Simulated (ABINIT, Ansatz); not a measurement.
# Excitons of KNa3H4 (Pm-3m): kernels and approximations, part 3 of 3

Wanted: excitons and ε₂ of KNa3H4 (Pm-3m), with cost.

ABINIT 10.8.3 and Ansatz 0.2.0; LDA and many-body steps on it, plane waves. Known limits of the many-body steps: not at the basis limit; coarse k mesh; bindings not settled in the k mesh.

So far. Step 12 (Empty states on the mesh, 4×4×4 mesh, 40 bands): On this mesh the gap is 2.700 eV.

## Step 13: Denser, shifted k mesh (4×4×4)

This step: Bethe-Salpeter equation on LDA with a scissors shift, plane waves, norm-conserving pseudopotentials.

File run.abi:

```
acell 3*1.0 Angstrom
rprim 
  5.118641000000 0.000000000000 0.000000000000
  0.000000000000 5.118641000000 0.000000000000
  0.000000000000 0.000000000000 5.118641000000
ntypat 3
znucl 19 11 1
natom 8
typat 1 2 2 2 3 3 3 3
xred 
  0.500000000000 0.500000000000 0.500000000000
  -0.000000000000 -0.000000000000 0.500000000000
  -0.000000000000 0.500000000000 -0.000000000000
  0.500000000000 -0.000000000000 -0.000000000000
  -0.000000000000 -0.000000000000 -0.000000000000
  0.500000000000 0.500000000000 -0.000000000000
  0.500000000000 -0.000000000000 0.500000000000
  -0.000000000000 0.500000000000 0.500000000000
pp_dirpath "pseudos"
pseudos "K.upf, Na.upf, H.upf"
ecut 38
ngkpt 4 4 4
nshiftk 1
shiftk 0.11 0.21 0.31
kptopt 3
chksymbreak 0
istwfk *1
occopt 1
irdwfk 1
optdriver 99
bs_calctype 1
mbpt_sciss 2.122 eV
bs_loband 17
nband 28
bs_exchange_term 1
bs_coulomb_term 21
bs_coupling 0
bs_algorithm 2
bs_freq_mesh 0 11 0.1 eV
zcut 0.15 eV
ecuteps 3
ecutwfn 19
inclvkb 2
mdf_epsinf 3.28
irdden 1
bs_haydock_niter 300
bs_haydock_tol -0.02 0
indata_prefix "in"
outdata_prefix "out"
tmpdata_prefix "tmp"
```

Command:

```sh
OMP_NUM_THREADS=1 mpirun -n 4 abinit run.abi > log
```

Numbers of over 12 decimals in the logs are rounded to 6 here.

The program printed:

```text
.Version 10.8.3 of ABINIT. v10.8.2 released Aug 2026.

 Symmetries : space group Pm -3 m (#221); Bravais cP (primitive cubic)
[... echo of the input left out ...]
== DATASET  1 ==================================================================
-   mpi_nproc: 4, omp_nthreads: 1 (-1 if OMP is not activated)

--- !DatasetInfo
iteration_state: {dtset: 1, }
dimensions: {natom: 8, nkpt: 64, mband: 28, nsppol: 1, nspinor: 1, nspden: 1, mpw: 3620, }
cutoff_energies: {ecut:  19.0, pawecutdg:  -1.0, }
[...]
0.1000   3.0767   0.0028   2.4485   0.0009   2.8675   0.0019
   0.2000   3.0795   0.0056   2.4494   0.0018   2.8694   0.0038
[...]
0.8000   3.1374   0.0241   2.4674   0.0073   2.9083   0.0160
   0.9000   3.1545   0.0276   2.4726   0.0083   2.9196   0.0182

== END DATASET(S) ==============================================================
================================================================================

 -outvars: echo values of variables after computation  --------
           etotal      0.0000000000E+00
            nband          28
             nkpt          64
          spgroup         221
 [... the other variables as echoed above ...]

 Calculation completed.
```

Wall time 2.8 min (4 MPI ranks of Arm Neoverse V1, shared host); peak memory 1.9 GiB.

This step gave:

```yaml
direct_gap_of_the_transition_levels: 5.345 eV
transitions_in_the_window: 2048
coulomb_term_of_one_mesh_cell: 0.6094 eV
```

## Step 14: Two recursion steps

Changes to run.abi since step 13:

```diff
@@ -21,6 +21,6 @@
 ecut 38
-ngkpt 4 4 4
+ngkpt 2 2 2
 nshiftk 1
-shiftk 0.11 0.21 0.31
-kptopt 3
+shiftk 0 0 0
+kptopt 1
 chksymbreak 0
@@ -33,16 +33,14 @@
 bs_loband 17
-nband 28
+nband 23
 bs_exchange_term 1
-bs_coulomb_term 21
+bs_coulomb_term 11
 bs_coupling 0
 bs_algorithm 2
-bs_freq_mesh 0 11 0.1 eV
+bs_freq_mesh 0 8 0.05 eV
 zcut 0.15 eV
-ecuteps 3
+ecuteps 3.6
 ecutwfn 19
 inclvkb 2
-mdf_epsinf 3.28
-irdden 1
-bs_haydock_niter 300
-bs_haydock_tol -0.02 0
+irdscr 1
+bs_haydock_niter 2
 indata_prefix "in"
```

The program printed:

```text
.Version 10.8.3 of ABINIT. v10.8.2 released Aug 2026.

 Symmetries : space group Pm -3 m (#221); Bravais cP (primitive cubic)
[... echo of the input left out ...]
== DATASET  1 ==================================================================
-   mpi_nproc: 4, omp_nthreads: 1 (-1 if OMP is not activated)

--- !DatasetInfo
iteration_state: {dtset: 1, }
dimensions: {natom: 8, nkpt: 4, mband: 23, nsppol: 1, nspinor: 1, nspden: 1, mpw: 3695, }
cutoff_energies: {ecut:  19.0, pawecutdg:  -1.0, }
electrons: {nelect:   4.00000000E+01, charge:   0.00000000E+00, occopt:   1.00000000E+00, tsmear:   1.00000000E-02, }

 Exciton: Calculation of dielectric properties by solving the Bethe-Salpeter equation
 in frequency domain and reciprocal space on a transitions basis set.
 Based on a program developed by L. Reining, V. Olevano, F. Sottile,
 S. Albrecht, and G. Onida. Incorporated in ABINIT by M. Giantomassi.

.Using double precision arithmetic ; gwpc =  8

[... cell and pseudopotentials left out ...]
--------------------------------------------------------------------------------

 ==== K-mesh for the wavefunctions ====
 Number of points in the irreducible wedge :     4
[... list of points left out ...]
 Together with 48 symmetry operations and time-reversal symmetry
 yields     8 points in the full Brillouin Zone.

 ==== Q-mesh for the screening function ====
 Number of points in the irreducible wedge :     4
[... list of points left out ...]
 Together with 48 symmetry operations and time-reversal symmetry
 yields     8 points in the full Brillouin Zone.

 vcoul_init : cutoff-mode = AUXILIARY_FUNCTION
 q-points for optical limit:   1
     1)      0.000010    0.000020    0.000030
 setmesh: FFT mesh size selected  =    27x   27x   27
          total number of points  =        19683
[...]
q = (  1.539479  0.000000  0.000000) [r.l.u.]
 q = (  0.000000  1.539479  0.000000) [r.l.u.]
 q = (  0.000000  0.000000  1.539479) [r.l.u.]
 q = (  1.539479  0.000000  0.000000) [r.l.u.]
 q = (  0.000000  1.539479  0.000000) [r.l.u.]
 q = (  0.000000  0.000000  1.539479) [r.l.u.]
 Number of electrons calculated from density =   39.9061; Expected =   40.0000
 average of density, n =  0.044094
 r_s =    1.7559
 omega_plasma =   20.2556 [eV]

. Writing resonant excitonic Hamiltonian on file out_BSR; file size=   0.00 [Gb].
 Writing KS-RPA macroscopic dielectric function without local fields to file: out_RPA_NLF_MDF
 Writing GW-RPA macroscopic dielectric function without local fields to file: out_GW_NLF_MDF
 WARNING: Haydock algorithm did not converge within   2.00E-02 after 2 iterations.
 WARNING: Haydock algorithm did not converge within   2.00E-02 after 2 iterations.
 WARNING: Haydock algorithm did not converge within   2.00E-02 after 2 iterations.
 WARNING: Haydock algorithm did not converge within   2.00E-02 after 2 iterations.
 WARNING: Haydock algorithm did not converge within   2.00E-02 after 2 iterations.
 WARNING: Haydock algorithm did not converge within   2.00E-02 after 2 iterations.
 Writing EXC Macroscopic dielectric function to file: out_EXC_MDF

 Macroscopic dielectric function:
 omega [eV] <KS_RPA_nlf>  <GW_RPA_nlf>  <BSE>
   0.0000   2.8175   0.0000   2.2013   0.0000   3.9045   0.0000
   0.0500   2.8178   0.0017   2.2014   0.0005   3.9079   0.0285
   0.1000   2.8186   0.0035   2.2016   0.0009   3.9184   0.0594
[...]
0.4000   2.8361   0.0142   2.2062   0.0037   4.1353   0.5692
   0.4500   2.8412   0.0161   2.2076   0.0042   4.1538   0.8299

== END DATASET(S) ==============================================================
================================================================================

 -outvars: echo values of variables after computation  --------
           etotal      0.0000000000E+00
            nband          23
             nkpt           4
          spgroup         221
 [... the other variables as echoed above ...]

 Calculation completed.
```

Run time: 4.1 s. Hardware: 4 MPI ranks; peak memory 0.47 GiB.

The run ended normally, though the input holds a fault or crude settings.

The fault put into this input: two recursion steps.

## Step 15: The runs together

Times are wall times on 4 MPI ranks of Arm Neoverse V1, shared host, good to a factor of about two.

```
                           run   mesh  transitions  broadening (eV)  direct gap (eV)  lowest state (eV)  binding (eV)  mesh cell's term (eV)  tallest peak (eV)  height     time
                      excitons  2×2×2          288             0.15            5.282              4.201         1.081                  1.221               4.20    11.9    7.9 s
    triplet (no exchange term)  2×2×2          160             0.15            5.282              3.998         1.284                  1.221                  -       -      5 s
           beyond Tamm-Dancoff  2×2×2          160             0.15            5.282              4.200         1.082                  1.221               4.25    10.9      6 s
               model screening  2×2×2          288             0.15            5.282                  -             -                  1.219               4.30    10.4    8.8 s
denser, shifted k mesh (4×4×4)  4×4×4         2048             0.15            5.345                  -             -                  0.609               4.80    9.40  2.8 min
denser, shifted k mesh (4×4×4)  4×4×4         2048             0.15            5.345                  -             -                  0.609               4.80    9.40  2.8 min
```

## Step 16: Summary of results

```
excitons                       : lowest state 4.201 eV (not settled in the k mesh)
triplet (no exchange term)     : lowest state 3.998 eV (not settled in the k mesh)
beyond Tamm-Dancoff            : lowest state 4.200 eV (not settled in the k mesh)
model screening                : tallest peak 4.3 eV
denser, shifted k mesh (4×4×4) : tallest peak 4.8 eV
denser, shifted k mesh (4×4×4) : tallest peak 4.8 eV
```

On the 2×2×2 mesh the lowest exciton lies at 4.201 eV, 1.081 eV below the direct gap; one cell of the mesh carries a screened Coulomb term of 1.22 eV, so this binding is not shown settled. That state is dark or weak; the first strong one lies at 4.235 eV. Bindings below are those of the lowest state. Triplet (no exchange term), against «excitons (2×2×2)»: the lowest state moves by −0.203 eV (keys changed: nband, bs_exchange_term and bs_freq_mesh). Triplets are dark. Beyond Tamm-Dancoff, against «excitons (2×2×2)»: the lowest state stays within 0.01 eV (keys changed: nband, bs_coupling and bs_freq_mesh). Model screening, against «excitons (2×2×2)»: the tallest peak goes from 4.20 eV to 4.30 eV (keys changed: bs_coulomb_term, bs_algorithm, irdscr, mdf_epsinf, irdden, bs_haydock_niter and bs_haydock_tol). Denser, shifted k mesh (4×4×4), against «model screening (2×2×2)»: the tallest peak goes from 4.30 eV to 4.80 eV (keys changed: ngkpt, shiftk, kptopt, nband, ecuteps and the band window). Denser, shifted k mesh (4×4×4), against «denser, shifted k mesh (4×4×4)»: the tallest peak stays. For «beyond Tamm-Dancoff» the program prints the energy to 0.01 eV alone, so further digits and smaller shifts mean nothing. A rigid shift treats all transitions alike. In the G0W0 table the openings from the upper filled bands to the empty bands at the same k run from +2.04 to +2.22 eV (median +2.20), where the shift is +2.12 eV, so peaks stand off by such differences. Lines within a few meV of each other can be one level split by numerical noise, or distinct levels. Screening is static and electronic alone, and only transitions inside the band window count. The 2×2×2 mesh is coarse for this cell, which bears on the long-range parts of exchange and screening.

[Paths, hosts, dates, memory and timing lines, banners, echoed tables and standing remarks are left out of the program output.]

[Logs are printed without paths, hosts, clocks, repeated set-up lines and the standing remarks that a program may print on its own settings, such as how far it seeks lower states.]

[Runs of the session that timed out or met a known fault of the program may be left out.]

[Hosts, paths, dates, database ids (printed as entryN), source tags and the programs' standing remarks are cut or masked in the printed files.]

[G0W0 gaps are taken among the corrected bands and points alone; a level outside them can change the order at an edge.]

[Where Ansatz stands beside ABINIT at settings called matched, ABINIT's density can come from a denser mesh and the files from another edition; pairs whose starting gaps differed by over 0.03 eV were left out, so agreement reads better than it is.]
